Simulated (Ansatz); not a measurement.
# What Y3GaC (Pm-3m) distorts into

Aim: this structure of Y3GaC (Pm-3m) is to be tested for unstable modes, and one is followed downhill.

Main program and level: Ansatz 0.2.0; DFT PBEsol, scalar-relativistic, plane waves, PAW; PAW set soft_1.

### Step 1. Starting point

Symmetry: Pm-3m, No. 221, cubic system. The conventional cell has a = 4.806 Å, b = 4.806 Å, c = 4.806 Å, α = 90.00°, β = 90.00°, γ = 90.00°. Nearest to Y lie 2 C at 2.40 Å and 4 Ga at 3.40 Å and 8 Y at 3.40 Å. Nearest to Ga lie 12 Y at 3.40 Å. Nearest to C lie 6 Y at 2.40 Å. Farther neighbours are not listed.

As a file:

```
Y Ga C
1.0
     4.80627    0.00000    0.00000
     0.00000    4.80627    0.00000
     0.00000    0.00000    4.80627
Y Ga C
3 1 1
Direct
  0.50000 0.00000 0.50000
  0.50000 0.50000 0.00000
  0.00000 0.50000 0.50000
  0.00000 0.00000 0.00000
  0.50000 0.50000 0.50000
```

### Step 2. The dispersion

The cell comes from relaxations at this level that are not shown. Stability and thermal properties need the whole zone. Linear response on a 2×2×2 q mesh gives force constants as far as a supercell of that size would.

File input.yaml:

```yaml
crystal:
  lattice:
    - [4.8062686968, 0.0, 0.0]
    - [0.0, 4.8062686968, 0.0]
    - [0.0, 0.0, 4.8062686968]
  atoms:
    - { symbol: "Y", position: [0.5, 0.0, 0.5] }
    - { symbol: "Y", position: [0.5, 0.5, 0.0] }
    - { symbol: "Y", position: [0.0, 0.5, 0.5] }
    - { symbol: Ga, position: [0.0, 0.0, 0.0] }
    - { symbol: C, position: [0.5, 0.5, 0.5] }
kpoints:
  mp_grid: { grid: [8, 8, 8] }
hamiltonian:
  xc: pbesol
  pseudopotentials: { kind: paw, azcp: { folder: soft_1 }, xc_functional: pbe }
scf:
  occupations: { method: methfessel_paxton, width: 0.2 }
output:
  eigenvalues: true
phonons:
  method: dfpt
  qmesh: [2, 2, 2]
  temperatures: { t_max: 1000, t_step: 50 }
  qpath:
    path:
      - [[0.0, 0.0, 0.0], [0.0, 0.5, 0.0], [0.5, 0.5, 0.0], [0.0, 0.0, 0.0], [0.5, 0.5, 0.5], [0.0, 0.5, 0.0]]
      - [[0.5, 0.5, 0.5], [0.5, 0.5, 0.0]]
    npoints: 10
```

Launch:

```bash
$ ansatz run input.yaml --threads 4 --pin off --max-ram 10240MiB --backend cpu --events-out ev --progress --plain --runs-dir out
```

Numbers of over 12 decimals in the logs are rounded to 6 here.

Output:

```text
Engine: ansatz 0.2.0, x86_64-unknown-linux-gnu
Pseudopotentials: kind: paw
Pseudopotential: Y, paw, valence charge 11, recommended cutoff 420 eV (normal), soft_1/Y.paw.azcp
Pseudopotential: Ga, paw, valence charge 13, recommended cutoff 420 eV (normal), soft_1/Ga.paw.azcp
Pseudopotential: C, paw, valence charge 4, recommended cutoff 420 eV (normal), soft_1/C.paw.azcp
Functional definition: PBEsol
  exchange = pbesol_x
  correlation = pbesol_c
Crystal: 5 atoms, lattice volume = 111.026 Å³
Basis set: ecut = 420 eV, 2109 PW (Γ), exchange–correlation on 72×72×72 points (8 copies of the dense FFT grid, shifted against one another)
Bands: 30, of which v1, the nominal top of the filled ones, is band 25 counted from 1 (24 counted from 0)
Symmetry: 48 space group operations
k-points: 35 of 512
Non-local potential: Y, projectors of the file, l = 0: 3, l = 1: 2, l = 2: 2, l = 3: 1
Non-local potential: Ga, projectors of the file, l = 0: 2, l = 1: 2, l = 2: 3, l = 3: 1
Non-local potential: C, projectors of the file, l = 0: 2, l = 1: 2, l = 2: 1
PAW form: soft (Blöchl's): semilocal exchange-correlation on the pseudo side does not see the compensation charge
PAW frozen core: Y, regenerated for the run's functional, and the local potential with it (the file was generated under x = pbe(κ = 0.804, μ = 0.219515), c = pbe(β = 0.066725))
PAW frozen core: Ga, regenerated for the run's functional, and the local potential with it (the file was generated under x = pbe(κ = 0.804, μ = 0.219515), c = pbe(β = 0.066725))
PAW frozen core: C, regenerated for the run's functional, and the local potential with it (the file was generated under x = pbe(κ = 0.804, μ = 0.219515), c = pbe(β = 0.066725))
PAW one-centre angular grid: Y, 590 points (default); XC on 64 Gauss nodes
PAW one-centre angular grid: Ga, 590 points (default); XC on 64 Gauss nodes
PAW one-centre angular grid: C, 110 points (default); XC on 64 Gauss nodes
Initial density: superposition of atomic densities (chi_scale 0.1, normalization cell, long waves kept (reshape's long-wave potential 0.00 eV rms))
Initial wavefunctions: pseudopotential atomic-orbital guess
Functional: x = pbesol(κ = 0.804, μ = 0.123457), c = pbesol(β = 0.046)
SCF iter   1: F=—  HF=-15379.956379 eV  |F-HF|=—  |Δ(HF+E_count)|=         —  Δρ=5.97e-2  dr2=9.72e0  ethr=3.10e-3  ⟨swp⟩=4.9  Hψ=4018  notcnv=0
preconditioner: auto → Kerker (q_TF=auto, 2.389 Å⁻¹)  [metal: Δε(μ)=0.025 eV  Ē_g=14.243 eV  σ=0.200 eV  W_gap=0.11  n_scr=26 (ndim 8)  ℏωp=23.4 eV  f_vac=0.000  D(μ)=4.77/eV (n_scr^D=32)]
SCF iter   2: F=—  HF=-15378.073553 eV  |F-HF|=—  |Δ(HF+E_count)|=    1.88e0  S|Δr|=    0.00e0  Δρ=2.31e-2  dr2=1.25e0  ethr=3.10e-3  ⟨swp⟩=2.5  Hψ=1979  notcnv=0  defer=11
SCF iter   3: F=—  HF=-15377.833390 eV  |F-HF|=—  |Δ(HF+E_count)|=   2.40e-1  S|Δr|=    0.00e0  Δρ=1.31e-2  dr2=3.07e-1  ethr=2.51e-3  ⟨swp⟩=2.0  Hψ=1519  notcnv=0  defer=13
SCF iter   4: F=—  HF=-15377.775940 eV  |F-HF|=—  |Δ(HF+E_count)|=   5.74e-2  S|Δr|=    0.00e0  Δρ=6.00e-3  dr2=4.29e-2  ethr=6.13e-4  ⟨swp⟩=2.0  Hψ=1642  notcnv=0  defer=13
SCF iter   5: F=—  HF=-15377.763876 eV  |F-HF|=—  |Δ(HF+E_count)|=   1.21e-2  S|Δr|=    0.00e0  Δρ=1.77e-3  dr2=3.52e-3  ethr=8.58e-5  ⟨swp⟩=2.6  Hψ=2027  notcnv=0  defer=13
SCF iter   6: F=—  HF=-15377.763007 eV  |F-HF|=—  |Δ(HF+E_count)|=   8.69e-4  S|Δr|=    0.00e0  Δρ=3.74e-4  dr2=1.03e-4  ethr=7.03e-6  ⟨swp⟩=2.3  Hψ=1467  notcnv=0  defer=13
SCF iter   7: F=—  HF=-15377.763075 eV  |F-HF|=—  |Δ(HF+E_count)|=   6.76e-5  S|Δr|=    0.00e0  Δρ=1.20e-4  dr2=2.77e-5  ethr=2.05e-7  ⟨swp⟩=2.1  Hψ=1512  notcnv=0  defer=13
SCF iter   8: F=—  HF=-15377.763064 eV  |F-HF|=—  |Δ(HF+E_count)|=   1.05e-5  S|Δr|=    0.00e0  Δρ=3.24e-5  dr2=2.13e-6  ethr=5.54e-8  ⟨swp⟩=2.0  Hψ=1477  notcnv=0  defer=13
SCF iter   9: F=—  HF=-15377.763065 eV  |F-HF|=—  |Δ(HF+E_count)|=   1.07e-6  S|Δr|=    0.00e0  Δρ=1.20e-5  dr2=2.36e-7  ethr=4.25e-9  ⟨swp⟩=2.0  Hψ=1477  notcnv=0  defer=13
SCF iter  10: F=—  HF=-15377.763065 eV  |F-HF|=—  |Δ(HF+E_count)|=   5.23e-8  S|Δr|=    0.00e0  Δρ=4.37e-6  dr2=1.78e-8  ethr=4.73e-10  ⟨swp⟩=2.0  Hψ=1317  notcnv=0  defer=13
SCF iter  11: F=—  HF=-15377.763065 eV  |F-HF|=—  |Δ(HF+E_count)|=  6.55e-10  S|Δr|=    0.00e0  Δρ=6.00e-7  dr2=1.92e-10  ethr=3.56e-11  ⟨swp⟩=2.0  Hψ=1296  notcnv=0  defer=13
SCF iter  12: F=—  HF=-15377.763065 eV  |F-HF|=—  |Δ(HF+E_count)|=  8.37e-11  S|Δr|=    0.00e0  Δρ=1.00e-7  dr2=1.14e-11  ethr=1.00e-12  ⟨swp⟩=2.0  Hψ=1312  notcnv=0  defer=13
SCF iter  13: F=-15377.763065 eV  HF=-15377.763065 eV  |F-HF|=9.09e-12  |Δ(HF+E_count)|=  5.46e-12  S|Δr|=    0.00e0  Δρ=5.44e-8  dr2=1.94e-12  ethr=1.00e-12  ⟨swp⟩=7.8  Hψ=4653  notcnv=0
SCF 1 converged in 13 iterations: F = -15377.763065 eV  dr2 = 1.94e-12
  greatest PAW one-centre occupation: 0.994 electrons in one spin orbital (limit 2), on the Ga atom at site 3 (counted from 0), in its partial waves of l = 2
Initial density: read from a saved state, or passed on in memory by an earlier SCF of this step, an earlier step, the calling program or the single point that the run made first
iter 1 solved again at ethr=5.69e-8 eV; its pass at ethr=3.10e-3 eV (dr2=2.85e-5 eV) is discarded
SCF iter   1: F=—  HF=-15377.763066 eV  |F-HF|=—  |Δ(HF+E_count)|=         —  Δρ=3.14e-7  dr2=4.67e-11  ethr=5.69e-8  ⟨swp⟩=3.5  Hψ=7192  notcnv=0
eigensolver tolerance schedule: the retry pair's looser diagonalisation over-reported the residual by 609455.84 of it (diagonalisation noise at an unbounded share of the residual, at the tolerance the schedule requests for it); recorded, not acted on — ethr = c·dr2/N_el stays at c = 1.0e-1
preconditioner: auto → Kerker (q_TF=auto, 2.389 Å⁻¹)  [metal: Δε(μ)=0.039 eV  Ē_g=14.883 eV  σ=0.200 eV  W_gap=0.16  n_scr=26 (ndim 8)  ℏωp=23.4 eV  f_vac=0.000  D(μ)=0.93/eV (n_scr^D=0)]
SCF iter   2: F=—  HF=-15377.763065 eV  |F-HF|=—  |Δ(HF+E_count)|=   1.26e-6  S|Δr|=    0.00e0  Δρ=2.01e-7  dr2=2.42e-11  ethr=1.00e-12  ⟨swp⟩=3.2  Hψ=2702  notcnv=0
SCF iter   3: F=-15377.763065 eV  HF=-15377.763065 eV  |F-HF|=5.46e-12  |Δ(HF+E_count)|=  1.27e-11  S|Δr|=    0.00e0  Δρ=1.18e-7  dr2=6.66e-12  ethr=1.00e-12  ⟨swp⟩=2.2  Hψ=2532  notcnv=0
SCF 2 converged in 3 iterations: F = -15377.763065 eV  dr2 = 6.66e-12
phonons: the bands overlap, so this run is a metal and interpolates without the dipole-dipole term. If the crystal is really an insulator or semiconductor, its LO-TO splitting is missing
NSCF: frozen V_eff on 35 k-points
NSCF: frozen V_eff on 125 k-points
DFPT response loops at q = (0, 0, 0) (fractional): preconditioner auto → Kerker (q_TF=auto, 2.389 Å⁻¹) (partly filled bands, converged f_vac=0.000); β = 1.00, the filter's whole step (`scf.mixing.beta` (0.50) is not read by the response loops under this deck's `scf.mixing.preconditioner`; to damp them name `kerker` or `kerker_dos`, under which they read `scf.mixing.beta`, and type it under 1.00, their step now; both keys bind the ground state too); Broyden in place of MSR1
NSCF: frozen V_eff on 250 k-points
DFPT response loops at q = (0, 0, -0.5) (fractional): mixed as the last ones told, above
NSCF: frozen V_eff on 250 k-points
DFPT response loops at q = (0, -0.5, -0.5) (fractional): mixed as the last ones told, above
NSCF: frozen V_eff on 250 k-points
DFPT response loops at q = (-0.5, -0.5, -0.5) (fractional): mixed as the last ones told, above
SCF converged after 13 iterations
Stability not checked: this state was not tested for a lower state beside it, because cold or Methfessel-Paxton smearing, or corrected tetrahedra, fill the levels in a way that the test cannot read (fill_not_monotonic; see scf.lower_state_search)
Free energy (F): -15377.763065 eV
Harris-Foulkes:  -15377.763065 eV  (|F-HF|=9.09e-12)
Internal energy: -15377.781130 eV  (E = F + TS)
E sigma→0 (E₀):  -15377.767581 eV
Entropy (-TS):   0.018065 eV (3.613 meV/atom)
Fermi energy:    9.993224 eV
--- Per-component energies (eV) ---
  E_band       = -322.022703
  E_kinetic    = 1148.868942
  E_local      = -3150.009475  (includes V_loc(G=0)·N_el)
  E_nonlocal   = 13.681650
  E_hartree    = 1463.365810
  E_xc         = -643.485097
  E_vxc        = -731.517157  (∫ρ·V_xc dr)
  E_paw        = -10337.267560  (= ΣΔE_a)
  E_vpaw       = -529.778224  (= ΣTr[D̂ρ^β])
  E_aug_tail   = -0.000127  (compensation charges beyond the density's cutoff)
  E_ewald      = -3874.265674
  E_core_change = 1.330400  (= ΣΔE_core)
  E_smearing   = 0.018065  (= −TS)
  E_closure    = -0.000000  (closes the sum)
  Σ components = -15377.763065   (vs F -15377.763065, Δ=0.00e0)
--- Band table (eV; the first three rows and the last of 35) ---
  k-point 0: bands = [... 21 lower, 9.8528, 9.8528, 9.8528, 9.9928, 9.9928, 9.9928, 12.0045, 12.0045, ... 1 higher]
  k-point 1: bands = [... 21 lower, 9.6772, 9.7894, 9.8602, 10.0318, 10.0318, 10.0438, 11.4892, 12.1419, ... 1 higher]
  k-point 2: bands = [... 21 lower, 9.4558, 9.4558, 9.9369, 9.9369, 10.1810, 10.1899, 11.4291, 12.5521, ... 1 higher]
  k-point 34: bands = [... 21 lower, 6.5821, 9.8807, 9.8807, 9.8807, 11.6487, 11.6487, 11.6487, 12.2596, ... 1 higher]
--- Phonons (Γ-DFPT): 4 representative perturbations + reference (Σ response iterations 12) ---
  ASR residual: 9.784e-5 → 0.000e0 eV/Å²; symmetrization residual: 2.145e-6 eV/Å²
  ASR residual per site (eV/Å²): 2.89e-5 2.89e-5 2.89e-5 9.78e-5 2.33e-5
  Γ frequencies (cm⁻¹): 0.00 0.00 0.00 85.53 85.53 85.53 89.70 89.70 89.70 201.41 201.41 201.41 290.11 290.11 290.11
--- Phonons (arbitrary-q DFPT): 4 irreducible q on the 2×2×2 mesh ---
  q = [0.0000, 0.0000, 0.0000] (star 1, of the zone-centre solve; hermiticity 3.98e-7, symmetrization 6.65e-12): 0.00 0.00 0.00 85.53 85.53 85.53 89.70 89.70 89.70 201.41 201.41 201.41 290.11 290.11 290.11
  q = [0.0000, 0.0000, -0.5000] (star 3, 9 solved perturbations in 975 linear systems a pass and spin channel, the states on 125 of 512 k-point pairs; hermiticity 2.99e-7, symmetrization 8.45e-13): 75.42 75.42 87.86 87.86 92.73 104.54 110.55 110.55 131.24 184.52 184.52 223.15 381.95 381.95 527.69
  q = [0.0000, -0.5000, -0.5000] (star 3, 9 solved perturbations in 975 linear systems a pass and spin channel, the states on 125 of 512 k-point pairs; hermiticity 2.76e-7, symmetrization 1.63e-13): -37.44 94.05 101.96 101.96 104.74 104.74 108.99 108.99 165.48 174.15 189.24 256.85 396.52 505.10 505.10
  q = [-0.5000, -0.5000, -0.5000] (star 1, 4 solved perturbations in 350 linear systems a pass and spin channel, the states on 125 of 512 k-point pairs; hermiticity 1.09e-8, symmetrization 5.68e-12): -44.18 -44.18 -44.18 95.82 95.82 95.82 157.88 157.88 157.88 191.57 191.57 281.52 515.69 515.69 515.69
  sum rule: each row above includes the acoustic sum rule's correction from the zone centre's row sums; it moved no ω² by more than (0.73 cm⁻¹)²
  mesh force constants: q→R imaginary residual 2.28e-18; ASR residual 9.784e-5 → 0.000e0 eV/Å²; symmetrization residual 5.329e-15 eV/Å²
  interpolated dispersion: 62 rows × 15 modes
  density of states and harmonic sums: on the 14×14×14 q-mesh, interpolated from the force constants of a 2×2×2 supercell (no non-analytic term)
  largest difference from the sums on the solved wave vectors: F 2.12e-1 eV, S 2.82e-4 and C_V 6.97e-5 eV/K
  zero-point energy: 0.172635 eV/cell   skipped modes (ω ≤ 0): 53, of them read as no rigid motion or as one in doubt: 50 (3.156e-1 modes/cell left out, lowest -44.18 cm⁻¹)   left out of the sums: 2.11e-2 of the cell's modes: C_V's classical limit lies that fraction below 3 k_B per atom; for a crystal, a wire or a layer, F and S can be off by more, and a phonons.interpolated_qmesh denser along its periods is the remedy for the sampling
```

The job ended after 4.2 min (4 threads of Intel Xeon Platinum 8488C (Sapphire Rapids), shared host; peak memory 1.4 GiB; 15 min of CPU time).

The column dr2 measures how far the density is from self-consistency, as an energy; F and HF (Harris–Foulkes) agree once it is small.

Numbers from this step:

```
volume per atom                                         : 22.21 Å³
gap on the k-mesh                                       : 0 eV
sum-rule residual before enforcement                    : 9.78e-5 eV/Å²
lowest frequency on the path                            : -44.18 cm⁻¹
point group                                             : m-3m
highest frequency on the path or at a solved wavevector : 527.7 cm⁻¹
highest optical mode at the zone centre (no LO-TO term) : 290.1 cm⁻¹
lowest optical zone-centre mode                         : 85.53 cm⁻¹
lowest mode on the q mesh (acoustic modes at Γ apart)   : -44.18 cm⁻¹
```

Frequencies (cm⁻¹) solved at each irreducible wavevector; negative means imaginary. Frequencies by wavevector, by row:

```
q in reciprocal lattice units  star  mode 1  mode 2  mode 3  mode 4  mode 13  mode 14  mode 15
                        0 0 0     1       0       0       0    85.5    290.1    290.1    290.1
                     0 0 -0.5     3    75.4    75.4    87.9    87.9    381.9    381.9    527.7
                  0 -0.5 -0.5     3   -37.4      94     102     102    396.5    505.1    505.1
               -0.5 -0.5 -0.5     1   -44.2   -44.2   -44.2    95.8    515.7    515.7    515.7
```

Interpolated from a 2×2×2 q mesh. Phonon branches along the path, in cm⁻¹:

```
    point  branch 1  branch 2  branch 3  branch 4  branch 12  branch 13  branch 14  branch 15
        Γ         0         0         0        86        201        290        290        290
  halfway        55        55        83        89        215        339        339        424
        X        75        75        88        88        223        382        382        528
  halfway        42        91        91        93        240        389        447        516
        M       -37        94       102       102        257        396        505        505
  halfway        53        75        85        91        228        365        435        435
        Γ         0         0         0        86        201        290        290        290
  halfway        51        59        59        95        239        444        444        444
        R       -44       -44       -44        96        282        516        516        516
  halfway        30        57        59        95        253        452        453        513
        X        75        75        88        88        223        382        382        528
jump to R       -44       -44       -44        96        282        516        516        516
  halfway       -41        44        44        95        268        458        510        510
        M       -37        94       102       102        257        396        505        505
```

Symmetry leaves 4 wavevectors to solve. The lowest mode among them, the acoustic zeros apart, lies at q = (-0.5, -0.5, -0.5) and is imaginary, 44.2i cm⁻¹, so the energy falls along it.

### Step 3. The mode frozen in, largest atomic shift 0 Å

The mode followed lies at q = (-0.5, -0.5, -0.5) with frequency 44.2i cm⁻¹ and is 3-fold degenerate, the softest among the wavevectors solved. At small amplitude the distorted cell has space group no. 74 by a symmetry search on the positions. The undistorted cell that holds it gives the zero of energy on the same k mesh.

System of this step: Y3GaC. Symmetry: Pm-3m, No. 221, cubic system. The conventional cell has a = 4.806 Å, b = 4.806 Å, c = 4.806 Å, α = 90.00°, β = 90.00°, γ = 90.00°. Nearest to Y lie 2 C at 2.40 Å and 8 Y at 3.40 Å and 4 Ga at 3.40 Å. Nearest to Ga lie 12 Y at 3.40 Å. Nearest to C lie 6 Y at 2.40 Å. Farther neighbours are not listed.

input.yaml, the sections that differ from step 2:

```yaml
crystal:
  lattice:
    - [4.8062686968, 4.8062686968, 0.0]
    - [4.8062686968, 0.0, 4.8062686968]
    - [4.8062686968, 0.0, -4.8062686968]
  atoms:
    - { symbol: "Y", position: [0.0, 1.0, 0.5] }
    - { symbol: "Y", position: [0.0, 0.5, 0.0] }
    - { symbol: "Y", position: [0.5, 0.0, 1.0] }
    - { symbol: "Y", position: [0.5, 0.5, 0.5] }
    - { symbol: "Y", position: [0.5, 0.0, 0.5] }
    - { symbol: "Y", position: [0.5, 0.5, 0.0] }
    - { symbol: Ga, position: [0.0, 0.5, 0.5] }
    - { symbol: Ga, position: [0.0, 0.0, 0.0] }
    - { symbol: C, position: [0.5, 0.25, 0.75] }
    - { symbol: C, position: [0.5, 0.75, 0.25] }
output:
  forces: true
  stress: true
  eigenvalues: true
# kpoints, hamiltonian, scf: as in step 2
# phonons: removed
```

Output:

```text
[...]
Crystal: 10 atoms, lattice volume = 222.052 Å³
Basis set: ecut = 420 eV, 4285 PW (Γ), exchange–correlation on 96×96×96 points (8 copies of the dense FFT grid, shifted against one another)
Bands: 60, of which v1, the nominal top of the filled ones, is band 50 counted from 1 (49 counted from 0)
Symmetry: 96 space group operations
[...]
k-points: 29 of 512
[...]
k-point 0: bands = [... 46 lower, 9.8825, 9.8825, 9.8825, 9.9914, 9.9914, 9.9914, 11.6475, 11.6475, ... 6 higher]
  k-point 1: bands = [... 46 lower, 9.8101, 9.8607, 9.8607, 9.9649, 10.0954, 10.0954, 11.6808, 11.7605, ... 6 higher]
  k-point 2: bands = [... 46 lower, 9.6642, 9.6642, 9.7424, 9.7424, 10.3388, 10.3388, 11.6545, 11.8389, ... 6 higher]
  k-point 28: bands = [... 46 lower, 9.3430, 9.3430, 9.6055, 9.6055, 11.1658, 11.1658, 11.4471, 11.4471, ... 6 higher]
[key lines of the parts left out:]
SCF converged after 10 iterations
Free energy (F): -30755.527115 eV
Fermi energy:    9.980543 eV
P = ⅓ Tr σ = -0.0084 GPa (-0.084 kbar)
```

Elapsed: 5.6 s, on 4 threads; peak memory 0.86 GiB.

This step gave:

| Property | Result |
| --- | --- |
| pressure | -0.008396 GPa |
| energy from the undistorted cell | 0 meV/atom |

The run ends at a pressure of -0.01 GPa.

(Continued in part 2 of 3.)

[Logs are printed without paths, hosts, clocks, repeated set-up lines and the standing remarks that a program may print on its own settings, such as how far it seeks lower states.]

[Hosts, paths, dates, database ids (printed as entryN), source tags and the programs' standing remarks are cut or masked in the printed files.]
